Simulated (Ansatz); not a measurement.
# Zr (P6_3/mmc, 2 atoms in the cell): modes against uniaxial strain along c

Wanted: the shifts of the zone-centre modes of Zr (P6_3/mmc, 2 atoms in the cell) with strain.

Program: Ansatz 0.2.0. Level of theory: DFT PBEsol, scalar-relativistic, plane waves, PAW; PAW set soft_1. Results are calculated unless marked as measured.

Report form: the programs' logs are mostly left out.

## Step 1: Set-up

Symmetry: P6_3/mmc, No. 194, hexagonal system. Conventional cell: a = 3.232 Å, b = 3.232 Å, c = 5.147 Å, α = 90.00°, β = 90.00°, γ = 120.00°. Nearest to Zr lie 12 Zr at 3.18 to 3.23 Å.

## Step 2: Relaxation

Harmonic phonons are second derivatives at a point where the forces vanish, and they are wanted at zero stress, so atoms and cell are relaxed first.

Contents of input.yaml:

```yaml
crystal:
  lattice:
    - [3.232, 0.0, 0.0]
    - [-1.616, 2.798994105, 0.0]
    - [0.0, 0.0, 5.147]
  atoms:
    - { symbol: Zr, position: [0.33333333, 0.66666667, 0.25] }
    - { symbol: Zr, position: [0.66666667, 0.33333333, 0.75] }
kpoints:
  mp_grid: { grid: [15, 15, 8] }
hamiltonian:
  xc: pbesol
  pseudopotentials: { kind: paw, azcp: { folder: soft_1 }, xc_functional: pbe }
scf:
  occupations: { method: gaussian, width: 0.1 }
output:
  forces: true
  stress: true
  eigenvalues: true
relax:
  adjacent_minimum: "off"
  f_tol: 0.005
  max_steps: 80
  cell: { stress_tol: 0.05 }
```

Command:

```bash
$ ansatz run input.yaml --threads 4 --pin off --max-ram 10240MiB --backend cpu --events-out ev --progress --plain --runs-dir out
```

The job ended after 8 s (4 threads of Arm Neoverse V1, shared host; peak memory 0.4 GiB).

Step by step:

| step | energy less that of the first step (eV) | largest force component (eV/Å) | pressure (GPa) | volume (Å³) |
| --- | --- | --- | --- | --- |
| 1 | 0.0000 | 0.0000 | -3.28 | 46.56 |
| 2 | 0.0052 | 0.0000 | 4.24 | 43.18 |
| 3 | -0.0174 | 0.0000 | -0.21 | 45.04 |
| 4 | -0.0175 | 0.0000 | 0.02 | 44.93 |
| 5 | -0.0175 | 0.0000 | 0.00 | 44.93 |
| 6* | -0.0175 | 0.0000 | 0.00 | 44.93 |

Relaxation steps marked * repeat the geometry before them on a plane-wave basis chosen anew for their cell, so energy and pressure can jump there. Relaxation step 2 was tried and not accepted.

Forces are held to the 24 operations that the run works with; a distortion that breaks them can't arise in this run.

| conventional cell, symmetrised | before | after | change |
| --- | --- | --- | --- |
| a (Å) | 3.232 | 3.184 | -1.5 % |
| b (Å) | 3.232 | 3.184 | -1.5 % |
| c (Å) | 5.147 | 5.118 | -0.6 % |
| volume (Å³/atom) | 23.28 | 22.47 | -3.5 % |

Final coordinates:

```
Zr
1.0
     3.18387    0.00000    0.00000
    -1.59193    2.75731    0.00000
     0.00000    0.00000    5.11818
Zr
2
Direct
  0.33333 0.66667 0.25000
  0.66667 0.33333 0.75000
```

This step gave:

- pressure: 0.003468 GPa
- volume per atom: 22.47 Å³
- gap on the k-mesh: 0 eV

In this step the volume went from 23.28 to 22.47 Å³/atom.

## Step 3: Tight relaxation

Phonons need small forces and stress, so the relaxation is finished with tight tolerances on 15×15×8 k points.

input.yaml, the sections that differ from step 2:

```yaml
crystal:
  lattice:
    - [3.1838655391, 0.0, 0.0]
    - [-1.5919327696, 2.7573084391, 0.0]
    - [0.0, 0.0, 5.1181806806]
  atoms:
    - { symbol: Zr, position: [0.3333333333, 0.6666666667, 0.25] }
    - { symbol: Zr, position: [0.6666666667, 0.3333333333, 0.75] }
scf:
  occupations: { method: methfessel_paxton, width: 0.2 }
relax:
  adjacent_minimum: "off"
  f_tol: 0.001
  max_steps: 60
  cell: { stress_tol: 0.01 }
# kpoints, hamiltonian, output: as in step 2
```

The job ended after 5.3 s (4 threads; peak memory 0.4 GiB).

Little changed from the start: no atom moved by 0.005 Å and no cell edge by 0.1 %.

This step gave:

- pressure: 8.68e-6 GPa
- volume per atom: 22.46 Å³

The forces vanish by symmetry and the pressure is 0.000 GPa, within the tolerances set. The cell now holds 22.46 Å³/atom.

## Step 4: Modes at rest

The force constants come from the linear response of the density to a displacement.

The modes at rest are the reference of the series.

input.yaml, the sections that differ from step 3:

```yaml
crystal:
  lattice:
    - [3.1836932772, 0.0, 0.0]
    - [-1.5918466386, 2.7571592559, 0.0]
    - [0.0, 0.0, 5.1178911404]
  atoms:
    - { symbol: Zr, position: [0.3333333333, 0.6666666667, 0.25] }
    - { symbol: Zr, position: [0.6666666667, 0.3333333333, 0.75] }
output:
  eigenvalues: true
phonons:
  method: dfpt
# kpoints, hamiltonian, scf: as in step 3
# relax: removed
```

It took 18 s on 4 threads; peak memory 0.95 GiB; 68 s of CPU time.

This step gave:

* sum-rule residual before enforcement: 9.12e-6 eV/Å²
* point group: 6/mmm
* highest optical mode at the zone centre (no LO-TO term): 163.2 cm⁻¹
* lowest optical zone-centre mode: 63.26 cm⁻¹

Patterns of degenerate modes are one choice out of their space. Modes at Γ:

| mode | frequency (cm⁻¹) | symmetry |
| --- | --- | --- |
| 1 | 0.0 | acoustic |
| 2 | 0.0 | acoustic |
| 3 | 0.0 | acoustic |
| 4 | 63.3 | E2g |
| 5 | 63.3 | E2g |
| 6 | 163.2 | B1g |

Displacements in mode 4 (63.3 cm⁻¹), the largest set to 1:
```
Zr1  1.00  0.00  0.00
Zr2 -1.00  0.00  0.00
```

Displacements in mode 6 (163.2 cm⁻¹), the largest set to 1:
```
Zr1  0.00  0.00  1.00
Zr2  0.00  0.00 -1.00
```

Before it was imposed, the acoustic sum rule was missed by 9.1e-6 eV/Å². Small misses are needed for a sound result but don't prove that mesh and cutoff are converged. The lowest optical mode is real, 63.3 cm⁻¹.

## Step 5: Relaxation of a member: uniaxial strain of +4 % along c

The cell takes a uniaxial strain of +4 % along c. The strained length and the angles are held, while the rest of the cell and the atoms relax.

input.yaml, the sections that differ from step 4:

```yaml
crystal:
  lattice:
    - [3.1499249789, 0.0, 0.0]
    - [-1.5749624894, 2.7279150517, 0.0]
    - [0.0, 0.0, 5.322606786]
  atoms:
    - { symbol: Zr, position: [0.33333333, 0.66666667, 0.25] }
    - { symbol: Zr, position: [0.66666667, 0.33333333, 0.75] }
output:
  forces: true
  stress: true
  eigenvalues: true
relax:
  adjacent_minimum: "off"
  f_tol: 0.001
  max_steps: 60
  cell: { stress_tol: 0.01, fix: [c, angles] }
# kpoints, hamiltonian, scf: as in step 4
# phonons: removed
```

It took 15 s on 4 threads; peak memory 0.51 GiB; 45 s of CPU time.

The steps of the relaxation:

| step | energy less that of the first step (eV) | largest force component (eV/Å) | pressure (GPa) | volume (Å³) |
| --- | --- | --- | --- | --- |
| 1 | 0.0000 | 0.0000 | -2.04 | 45.74 |
| 2 | -0.0005 | 0.0000 | -0.99 | 45.20 |
| 3 | -0.0008 | 0.0000 | -1.38 | 45.40 |
| 4* | -0.0008 | 0.0000 | -1.38 | 45.40 |

Relaxation steps marked * repeat the geometry before them on a plane-wave basis chosen anew for their cell, so energy and pressure can jump there.

| conventional cell, symmetrised | before | after | change |
| --- | --- | --- | --- |
| a (Å) | 3.150 | 3.138 | -0.4 % |
| b (Å) | 3.150 | 3.138 | -0.4 % |
| c (Å) | 5.323 | 5.323 | -0.0 % |
| volume (Å³/atom) | 22.87 | 22.70 | -0.7 % |

The relaxed structure:

```
Zr
1.0
     3.13819    0.00000    0.00000
    -1.56909    2.71775    0.00000
     0.00000    0.00000    5.32261
Zr
2
Direct
  0.33333 0.66667 0.25000
  0.66667 0.33333 0.75000
```

Numbers from this step:

```yaml
pressure: -1.382 GPa
volume_per_atom: 22.70 Å³
```

The largest force component left is 1.3e-4 meV/Å.

## Step 6: Modes of this member: uniaxial strain of +4 % along c

The zone-centre modes follow for uniaxial strain of +4 % along c.

input.yaml, the sections that differ from step 5:

```yaml
crystal:
  lattice:
    - [3.1381852686, 0.0, 0.0]
    - [-1.5690926343, 2.7177481644, 0.0]
    - [0.0, 0.0, 5.322606786]
  atoms:
    - { symbol: Zr, position: [0.3333333126, 0.6666666874, 0.25] }
    - { symbol: Zr, position: [0.6666666874, 0.3333333126, 0.75] }
output:
  eigenvalues: true
phonons:
  method: dfpt
# kpoints, hamiltonian, scf: as in step 5
# relax: removed
```

Run time: 22 s. Hardware: 4 threads; peak memory 0.95 GiB.

This step gave:

| Quantity | Value |
| --- | --- |
| sum-rule residual before enforcement | 2.04e-5 eV/Å² |
| highest optical mode at the zone centre (no LO-TO term) | 158.7 cm⁻¹ |
| lowest optical zone-centre mode | 62.41 cm⁻¹ |

Patterns of degenerate modes are one choice out of their space. Modes at Γ:

| mode | frequency (cm⁻¹) | symmetry |
| --- | --- | --- |
| 1 | 0.0 | acoustic |
| 2 | 0.0 | acoustic |
| 3 | 0.0 | acoustic |
| 4 | 62.4 | E2g |
| 5 | 62.4 | E2g |
| 6 | 158.7 | B1g |

The lowest optical mode is real, 62.4 cm⁻¹, and the highest lies at 158.7 cm⁻¹.

Between step 4 and this run (strain 4 %) the value for the highest optical mode at the zone centre (no LO-TO term) moves from 163 cm⁻¹ to 159 cm⁻¹ (-3 %).

## Step 7: Relaxation of a member: uniaxial strain of -4 % along c

The cell takes a uniaxial strain of -4 % along c. The strained length and the angles are held, while the rest of the cell and the atoms relax.

input.yaml, the sections that differ from step 6:

```yaml
crystal:
  lattice:
    - [3.2163701612, 0.0, 0.0]
    - [-1.6081850806, 2.7854582676, 0.0]
    - [0.0, 0.0, 4.9131754948]
  atoms:
    - { symbol: Zr, position: [0.3333335812, 0.6666664188, 0.25] }
    - { symbol: Zr, position: [0.6666664188, 0.3333335812, 0.75] }
output:
  forces: true
  stress: true
  eigenvalues: true
relax:
  adjacent_minimum: "off"
  f_tol: 0.001
  max_steps: 60
  cell: { stress_tol: 0.01, fix: [c, angles] }
# kpoints, hamiltonian, scf: as in step 6
# phonons: removed
```

Elapsed: 11 s, on 4 threads; peak memory 0.5 GiB.

The steps of the relaxation:

| step | energy less that of the first step (eV) | largest force component (eV/Å) | pressure (GPa) | volume (Å³) |
| --- | --- | --- | --- | --- |
| 1 | 0.0000 | 0.0000 | 2.55 | 44.02 |
| 2 | 0.0000 | 0.0000 | 1.17 | 44.62 |
| 3 | -0.0007 | 0.0000 | 1.84 | 44.33 |
| 4* | -0.0007 | 0.0000 | 1.84 | 44.33 |

Relaxation steps marked * repeat the geometry before them on a plane-wave basis chosen anew for their cell, so energy and pressure can jump there.

| conventional cell, symmetrised | before | after | change |
| --- | --- | --- | --- |
| a (Å) | 3.216 | 3.228 | +0.4 % |
| b (Å) | 3.216 | 3.228 | +0.4 % |
| c (Å) | 4.913 | 4.913 | +0.0 % |
| volume (Å³/atom) | 22.01 | 22.16 | +0.7 % |

The relaxed structure:

```xyz
2
Lattice="3.2277 0.0000 0.0000 -1.6138 2.7952 0.0000 0.0000 0.0000 4.9132" Properties=species:S:1:pos:R:3 pbc="T T T"
Zr    0.0000    1.8635    1.2283
Zr    1.6138    0.9317    3.6849
```

Numbers from this step:

```
pressure        : 1.836 GPa
volume per atom : 22.16 Å³
```

The largest force component left is 0.0028 meV/Å.

## Step 8: Zone-centre modes of the member: uniaxial strain of -4 % along c

The zone-centre modes follow for uniaxial strain of -4 % along c.

input.yaml, the sections that differ from step 7:

```yaml
crystal:
  lattice:
    - [3.2276527677, 0.0, 0.0]
    - [-1.6138263838, 2.7952292914, 0.0]
    - [0.0, 0.0, 4.9131754948]
  atoms:
    - { symbol: Zr, position: [0.3333337014, 0.6666662986, 0.25] }
    - { symbol: Zr, position: [0.6666662986, 0.3333337014, 0.75] }
output:
  eigenvalues: true
phonons:
  method: dfpt
# kpoints, hamiltonian, scf: as in step 7
# relax: removed
```

The job ended after 18 s (4 threads; peak memory 0.94 GiB).

This step gave:

| Property | Result |
| --- | --- |
| sum-rule residual before enforcement | 1.94e-5 eV/Å² |
| highest optical mode at the zone centre (no LO-TO term) | 188.8 cm⁻¹ |
| lowest optical zone-centre mode | 68.87 cm⁻¹ |

Patterns of degenerate modes are one choice out of their space. Modes at Γ:

| mode | frequency (cm⁻¹) | symmetry |
| --- | --- | --- |
| 1 | 0.0 | acoustic |
| 2 | 0.0 | acoustic |
| 3 | 0.0 | acoustic |
| 4 | 68.9 | E2g |
| 5 | 68.9 | E2g |
| 6 | 188.8 | B1g |

The lowest optical mode is real, 68.9 cm⁻¹, and the highest lies at 188.8 cm⁻¹.

Between step 4 and this run (strain -4 %) the value for the highest optical mode at the zone centre (no LO-TO term) moves from 163 cm⁻¹ to 189 cm⁻¹ (+16 %).

## Step 9: The series together

The members are set side by side, also those not shown above.

Stress is positive in compression; energies are extrapolated to zero smearing, and E0 is that at rest; the edges not held and the atoms are relaxed in each cell; all runs use 15×15×8 k points and Methfessel-Paxton smearing of 0.2 eV. State of the crystal along the series:

| strain (%) | stress along the axis (GPa) | free strain along a (%) | free strain along b (%) | E - E0 (meV/atom) |
| --- | --- | --- | --- | --- |
| -4 | 5.521 | 1.381 | 1.381 | 15.62 |
| -3 | 4.107 | 1.026 | 1.026 | 8.694 |
| -2 | 2.689 | 0.6822 | 0.6822 | 3.822 |
| -1 | 1.31 | 0.3419 | 0.3419 | 0.9483 |
| 0 | 3.31e-4 | 0 | 0 | 0 |
| 1 | -1.214 | -0.3445 | -0.3445 | 0.8518 |
| 2 | -2.307 | -0.6985 | -0.6985 | 3.306 |
| 3 | -3.278 | -1.061 | -1.061 | 7.133 |
| 4 | -4.141 | -1.429 | -1.429 | 12.14 |

Optical modes are counted from below at rest and tracked from member to member by their patterns, and modes that stay within 0.3 cm⁻¹ of each other stand once; labels, where given, are those at rest; the edges not held and the atoms are relaxed in each cell; all runs use 15×15×8 k points and Methfessel-Paxton smearing of 0.2 eV. Optical modes along the series:

| strain (%) | optical mode 1 E2g (cm⁻¹) | optical mode 2 B1g (cm⁻¹) |
| --- | --- | --- |
| -4 | 68.87 | 188.8 |
| -3 | 66.93 | 180.8 |
| -2 | 65.23 | 173.5 |
| -1 | 64 | 167.6 |
| 0 | 63.26 | 163.2 |
| 1 | 62.87 | 160.7 |
| 2 | 62.65 | 159.7 |
| 3 | 62.52 | 159.4 |
| 4 | 62.41 | 158.7 |

Value and slope at zero strain of a cubic (a lower polynomial where under five rows exist) through the rows within 2 % of rest. Slopes at rest:

| mode | frequency (cm⁻¹) | shift per percent of strain (cm⁻¹) | shift per GPa of compressive stress (cm⁻¹) |
| --- | --- | --- | --- |
| optical mode 1 E2g | 63.3 | -0.54 | 0.43 |
| optical mode 2 B1g | 163.2 | -3.45 | 2.72 |

## Step 10: Outcome

```
members                                                          : 9
highest optical mode at the zone centre (no LO-TO term), at rest : 163.2 cm⁻¹
Young’s modulus along c                                          : 127 GPa
optical mode 1 E2g, shift per percent                            : -0.54 cm⁻¹
optical mode 2 B1g, shift per percent                            : -3.45 cm⁻¹
```

The stress changes by 1.27 GPa for each percent, a Young’s modulus of 127 GPa along c. For each percent the free edge responds with -0.34 %. Within 2 % of rest optical mode 1 E2g and optical mode 2 B1g bend away from a straight line, so a single slope holds only near rest. These are harmonic frequencies at zero temperature: anharmonic shifts, linewidths and thermal expansion are left out. With no gap, or one that is small against the smearing, the frequencies hang on the k mesh and the smearing, most of all near Kohn anomalies. The PAW files were made for PBE; the program adapts parts of them to the functional of the run, but their partial waves stay those of PBE, an approximation that was not tested in this session. Only the zone centre was solved, so an instability at another wavevector cannot show here.

[Logs are printed without paths, hosts, clocks, repeated set-up lines and the standing remarks that a program may print on its own settings, such as how far it seeks lower states.]

[Hosts, paths, dates, database ids (printed as entryN), source tags and the programs' standing remarks are cut or masked in the printed files.]
